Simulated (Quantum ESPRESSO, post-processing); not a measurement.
# arsenene, 3 layers, AB stacking, stepped through the field along the normal, part 4 of 4

Aim: how the results for arsenene, 3 layers, AB stacking change with the field along the normal.

Quantum ESPRESSO 7.5; plane-wave DFT, PBE, GBRV ultrasoft pseudopotentials.

So far. Step 5 (Band structure, 0 V/Å): By band count these two levels touch or overlap: there is no gap, and they are no band edges. Step 6 (Ground state, 0.05 V/Å): By band count these two levels touch or overlap: there is no gap, and they are no band edges.

**7. Self-consistent run, 0.4 V/Å**

File m9.scf.in:

```
&control
  prefix = 'm9.scf'
  outdir = './out'
  pseudo_dir = './pseudo'
  calculation = 'scf'
  tprnfor = .true.
  tefield = .true.
  dipfield = .true.
/
&system
  ibrav = 0
  nat = 6
  ntyp = 1
  ecutwfc = 40
  ecutrho = 200
  occupations = 'smearing'
  smearing = 'fd'
  degauss = 0.002
  edir = 3
  emaxpos = 0.97
  eopreg = 0.04
  eamp = 0.00777876
  nbnd = 21
/
&electrons
  conv_thr = 1e-09
  mixing_beta = 0.4
  electron_maxstep = 120
  mixing_mode = 'plain'
  startingpot = 'file'
/
ATOMIC_SPECIES
  As  74.9216  as_pbe_v1.uspp.F.UPF
CELL_PARAMETERS angstrom
  3.64469314300000 0.00000000000000 0.00000000000000
  -1.82234657200000 3.15639685100000 0.00000000000000
  0.00000000000000 0.00000000000000 27.60000000000000
ATOMIC_POSITIONS crystal
  As  0.666666666700 0.333333333300 0.328156870500
  As  0.333333333300 0.666666666700 0.377449046300
  As  0.000000000000 0.000000000000 0.458838469600
  As  0.666666666700 0.333333333300 0.508150705300
  As  0.666666666700 0.333333333300 0.638619098600
  As  0.333333333300 0.666666666700 0.688785809800
K_POINTS automatic
  12 12 1 0 0 0
```

The run is started by

```console
cp -r out/m0.scf.save out/m9.scf.save
OMP_NUM_THREADS=1 mpirun -n 4 pw.x -nk 4 -in m9.scf.in > m9.scf.out
```

The program printed:

```text
[banner, memory and clock lines left out]
Program PWSCF v.7.5 starts
[...]
number of electrons       =        30.00
     number of Kohn-Sham states=           21
     kinetic-energy cutoff     =      40.0000  Ry
     charge density cutoff     =     200.0000  Ry
[...]
number of k points=    74  Fermi-Dirac smearing, width (Ry)=  0.0020
[...]
Dense  grid:   102487 G-vectors     FFT dimensions: (  32,  32, 240)
[...]
The initial density is read from file :
[...]
negative rho (up, down):  3.036E-04 0.000E+00
[...]
Starting wfcs are   24 randomized atomic wfcs
[...]
negative rho (up, down):  1.601E-04 0.000E+00
[...]
estimated scf accuracy    <       8.60911907 Ry
[...]
negative rho (up, down):  1.185E-05 0.000E+00
[...]
estimated scf accuracy    <    1675.10962301 Ry
[...]
negative rho (up, down):  1.492E-05 0.000E+00
[...]
estimated scf accuracy    <     126.88264292 Ry
[...]
negative rho (up, down):  1.883E-05 0.000E+00
[...]
estimated scf accuracy    <       1.24184316 Ry
[...]
negative rho (up, down):  2.484E-05 0.000E+00
[...]
estimated scf accuracy    <       0.16017114 Ry
[...]
negative rho (up, down):  3.061E-05 0.000E+00
[...]
estimated scf accuracy    <       0.03456369 Ry
[...]
negative rho (up, down):  3.871E-05 0.000E+00
[...]
estimated scf accuracy    <       0.03793298 Ry
[...]
negative rho (up, down):  5.623E-05 0.000E+00
[...]
estimated scf accuracy    <       0.03916405 Ry
[...]
negative rho (up, down):  6.930E-05 0.000E+00
[...]
estimated scf accuracy    <       0.02859533 Ry
[...]
negative rho (up, down):  1.573E-04 0.000E+00
[...]
estimated scf accuracy    <       0.02317804 Ry
[...]
negative rho (up, down):  1.846E-04 0.000E+00
[...]
estimated scf accuracy    <       0.00371367 Ry
[...]
negative rho (up, down):  1.740E-04 0.000E+00
[...]
estimated scf accuracy    <       0.00027751 Ry
[...]
negative rho (up, down):  2.737E-04 0.000E+00
[...]
estimated scf accuracy    <       0.00011611 Ry
[...]
negative rho (up, down):  3.760E-04 0.000E+00
[...]
estimated scf accuracy    <       0.00002380 Ry
[...]
negative rho (up, down):  3.055E-04 0.000E+00
[...]
estimated scf accuracy    <       0.00000378 Ry
[...]
negative rho (up, down):  2.881E-04 0.000E+00
[...]
estimated scf accuracy    <       0.00000013 Ry
[...]
negative rho (up, down):  2.905E-04 0.000E+00
[...]
estimated scf accuracy    <       0.00000011 Ry
[...]
negative rho (up, down):  2.938E-04 0.000E+00
[...]
estimated scf accuracy    <       0.00000005 Ry
[...]
negative rho (up, down):  2.958E-04 0.000E+00
[...]
estimated scf accuracy    <          2.6E-09 Ry
[...]
negative rho (up, down):  2.952E-04 0.000E+00
[...]
Computed dipole along edir(3) :
        Dipole                0.5669 Ry au,          1.4408 Debye
        Dipole field          0.0033 Ry au,
        E field amplitude [Ha a.u.]:  7.7788E-03
        Potential amp.        0.4460 Ry
        Total length         50.0702 bohr
[...]
the Fermi energy is     0.7654 ev
!    total energy              =    -241.62382579 Ry
     estimated scf accuracy    <          9.0E-10 Ry
     smearing contrib. (-TS)   =      -0.00031426 Ry
     internal energy E=F+TS    =    -241.62351152 Ry
[...]
one-electron contribution =    -704.36638327 Ry
     hartree contribution      =     360.36268924 Ry
     xc contribution           =    -189.12549968 Ry
     ewald contribution        =     291.51261668 Ry
     electric field correction =      -0.00693451 Ry
     convergence has been achieved in  20 iterations
     negative rho (up, down):  2.952E-04 0.000E+00
[...]
Total force =     0.006880     Total SCF correction =     0.000075
[...]
```

Wall time 3.7 min (4 MPI ranks of Arm Neoverse V1, shared host); peak memory 0.72 GiB; 15 min of CPU time.

This step gave:

```
free energy                          : -3287.4596 eV
energy at zero smearing              : -3287.4575 eV
Fermi energy                         : 0.7654 eV
dipole along the normal              : 0.3000 e·Å
valence top, on the run's zero       : 0.8149 eV
conduction bottom, on the run's zero : 0.7612 eV
```

By band count these two levels touch or overlap: there is no gap, and they are no band edges.

**8. Self-consistent run, -0.4 V/Å**

m10.scf.in is the input of step 7 with these lines changed:

```diff
@@ -1,3 +1,3 @@
 &control
-  prefix = 'm9.scf'
+  prefix = 'm10.scf'
   outdir = './out'
@@ -21,3 +21,3 @@
   eopreg = 0.04
-  eamp = 0.00777876
+  eamp = -0.00777876
   nbnd = 21
```

The run is started by

```console
cp -r out/m0.scf.save out/m10.scf.save
OMP_NUM_THREADS=1 mpirun -n 4 pw.x -nk 4 -in m10.scf.in > m10.scf.out
```

The program printed:

```text
[banner, memory and clock lines left out]
Program PWSCF v.7.5 starts
[...]
number of electrons       =        30.00
     number of Kohn-Sham states=           21
     kinetic-energy cutoff     =      40.0000  Ry
     charge density cutoff     =     200.0000  Ry
[...]
number of k points=    74  Fermi-Dirac smearing, width (Ry)=  0.0020
[...]
Dense  grid:   102487 G-vectors     FFT dimensions: (  32,  32, 240)
[...]
The initial density is read from file :
[...]
negative rho (up, down):  3.036E-04 0.000E+00
[...]
Starting wfcs are   24 randomized atomic wfcs
[...]
negative rho (up, down):  2.222E-04 0.000E+00
[...]
estimated scf accuracy    <       8.43063606 Ry
[...]
negative rho (up, down):  2.799E-05 0.000E+00
[...]
estimated scf accuracy    <    1278.40962936 Ry
[...]
negative rho (up, down):  3.472E-05 0.000E+00
[...]
estimated scf accuracy    <     177.55395743 Ry
[...]
negative rho (up, down):  3.985E-05 0.000E+00
[...]
estimated scf accuracy    <       3.92478261 Ry
[...]
negative rho (up, down):  4.550E-05 0.000E+00
[...]
estimated scf accuracy    <       0.78529554 Ry
[...]
negative rho (up, down):  5.053E-05 0.000E+00
[...]
estimated scf accuracy    <       0.07194979 Ry
[...]
negative rho (up, down):  5.267E-05 0.000E+00
[...]
estimated scf accuracy    <       0.03530523 Ry
[...]
negative rho (up, down):  5.567E-05 0.000E+00
[...]
estimated scf accuracy    <       0.01760440 Ry
[...]
negative rho (up, down):  7.034E-05 0.000E+00
[...]
estimated scf accuracy    <       0.01320946 Ry
[...]
negative rho (up, down):  1.029E-04 0.000E+00
[...]
estimated scf accuracy    <       0.01552559 Ry
[...]
negative rho (up, down):  1.441E-04 0.000E+00
[...]
estimated scf accuracy    <       0.02440084 Ry
[...]
negative rho (up, down):  1.489E-04 0.000E+00
[...]
estimated scf accuracy    <       0.01804466 Ry
[...]
negative rho (up, down):  1.802E-04 0.000E+00
[...]
estimated scf accuracy    <       0.01864309 Ry
[...]
negative rho (up, down):  8.421E-04 0.000E+00
[...]
estimated scf accuracy    <       0.01183812 Ry
[...]
negative rho (up, down):  8.550E-04 0.000E+00
[...]
estimated scf accuracy    <       0.00172898 Ry
[...]
negative rho (up, down):  4.242E-04 0.000E+00
[...]
estimated scf accuracy    <       0.00006230 Ry
[...]
negative rho (up, down):  2.997E-04 0.000E+00
[...]
estimated scf accuracy    <       0.00009596 Ry
[...]
negative rho (up, down):  3.366E-04 0.000E+00
[...]
estimated scf accuracy    <       0.00008338 Ry
[...]
negative rho (up, down):  2.892E-04 0.000E+00
[...]
estimated scf accuracy    <       0.00000968 Ry
[...]
negative rho (up, down):  2.971E-04 0.000E+00
[...]
estimated scf accuracy    <       0.00000017 Ry
[...]
negative rho (up, down):  3.030E-04 0.000E+00
[...]
estimated scf accuracy    <       0.00000004 Ry
[...]
negative rho (up, down):  2.984E-04 0.000E+00
[...]
estimated scf accuracy    <       0.00000003 Ry
[...]
negative rho (up, down):  2.973E-04 0.000E+00
[...]
estimated scf accuracy    <          3.5E-09 Ry
[...]
negative rho (up, down):  2.980E-04 0.000E+00
[...]
estimated scf accuracy    <          1.0E-09 Ry
[...]
negative rho (up, down):  2.976E-04 0.000E+00
[...]
Computed dipole along edir(3) :
        Dipole               -0.5949 Ry au,         -1.5121 Debye
        Dipole field         -0.0035 Ry au,
        E field amplitude [Ha a.u.]: -7.7788E-03
        Potential amp.       -0.4296 Ry
        Total length         50.0702 bohr
[...]
the Fermi energy is     0.6529 ev
!    total energy              =    -241.62419318 Ry
     estimated scf accuracy    <          4.4E-11 Ry
     smearing contrib. (-TS)   =      -0.00028873 Ry
     internal energy E=F+TS    =    -241.62390445 Ry
[...]
one-electron contribution =    -704.20018915 Ry
     hartree contribution      =     360.19484795 Ry
     xc contribution           =    -189.12400025 Ry
     ewald contribution        =     291.51261668 Ry
     electric field correction =      -0.00717968 Ry
     convergence has been achieved in  25 iterations
     negative rho (up, down):  2.976E-04 0.000E+00
[...]
Total force =     0.006995     Total SCF correction =     0.000015
[...]
```

Elapsed: 4.2 min, on 4 MPI ranks; peak memory 0.89 GiB; 17 min of CPU time.

This step gave:

```
free energy                          : -3287.4646 eV
energy at zero smearing              : -3287.4627 eV
Fermi energy                         : 0.6529 eV
dipole along the normal              : -0.3148 e·Å
valence top, on the run's zero       : 0.7224 eV
conduction bottom, on the run's zero : 0.6305 eV
```

By band count these two levels touch or overlap: there is no gap, and they are no band edges.

**9. The series side by side**

The series in one table, energies over the lowest:

```csv
the field along the normal,dipole (e Å),gap along the path (eV),"upper vacuum line at the top atoms, over the zero (eV)","lower vacuum line at the bottom atoms, over the zero (eV)",energy (eV)
-0.4 V/Å,-0.3148,-0.1017,4.595,3.626,0.0000
-0.3 V/Å,-0.2371,-0.09396,4.483,3.741,0.0276
-0.2 V/Å,-0.1595,-0.08719,4.377,3.859,0.0474
-0.1 V/Å,-0.08242,-0.08118,4.278,3.978,0.0595
-0.05 V/Å,-0.04399,-0.07855,4.232,4.038,0.0627
0 V/Å,-0.005621,-0.07618,4.187,4.099,0.0639
0.05 V/Å,0.03264,-0.07411,4.144,4.16,0.0632
0.1 V/Å,0.07097,-0.07242,4.101,4.223,0.0606
0.2 V/Å,0.1474,-0.06992,4.021,4.35,0.0497
0.3 V/Å,0.2237,-0.06856,3.947,4.479,0.0312
0.4 V/Å,0.3,-0.0685,3.876,4.612,0.0050
```

**10. By hand**

4πα/A = 180.95 × 0.7669 e Å²/V / 11.504 Å² = 12.06 Å.

In linear response the energy changes by −(p₀ + p)E/2: at 0.2 V/Å, −(-0.0056 + 0.1474) × 0.2/2 = -0.0142 eV; the runs give -0.0142 eV.

**11. Results**

| Item | Value |
| --- | --- |
| 4πα/A from the weak fields | 12.06 Å |
| gap along the path, at -0.4 V/Å and at 0.4 V/Å | -0.10, -0.07 eV |
| upper vacuum line at the top atoms, over the zero, at -0.4 V/Å and at 0.4 V/Å | 4.59, 3.88 eV |
| lower vacuum line at the bottom atoms, over the zero, at -0.4 V/Å and at 0.4 V/Å | 3.63, 4.61 eV |

The series holds 11 members; 4πα/A from the weak fields: 12.06 Å (PBE, GBRV ultrasoft). The strongest fields leave the weak-field line by 0.8 % of the induced dipole. From -0.4 V/Å to 0.4 V/Å the gap along the path rises from -0.10 to -0.07 eV. From -0.4 V/Å to 0.4 V/Å the upper vacuum line at the top atoms, over the zero falls from 4.59 to 3.88 eV. From -0.4 V/Å to 0.4 V/Å the lower vacuum line at the bottom atoms, over the zero rises from 3.63 to 4.61 eV. At every member the bands touch or overlap (a gap of zero or below by band count): the sheet is a semimetal or metal there, levels over a valence top are left blank, and fits across such a change are rough. Ions are held; semilocal gaps are too small; in strong fields empty levels can belong to the vacuum; one stacking.

[Logs are printed without paths, hosts, clocks, repeated set-up lines and the standing remarks that a program may print on its own settings, such as how far it seeks lower states.]

[Hosts, paths, dates, database ids (printed as entryN), source tags and the programs' standing remarks are cut or masked in the printed files.]

[Maps of the electrostatic potential energy from Ansatz leave out the sawtooth potential of an applied field or a dipole correction, so their vacuum need not be flat; planar profiles and work functions include it.]
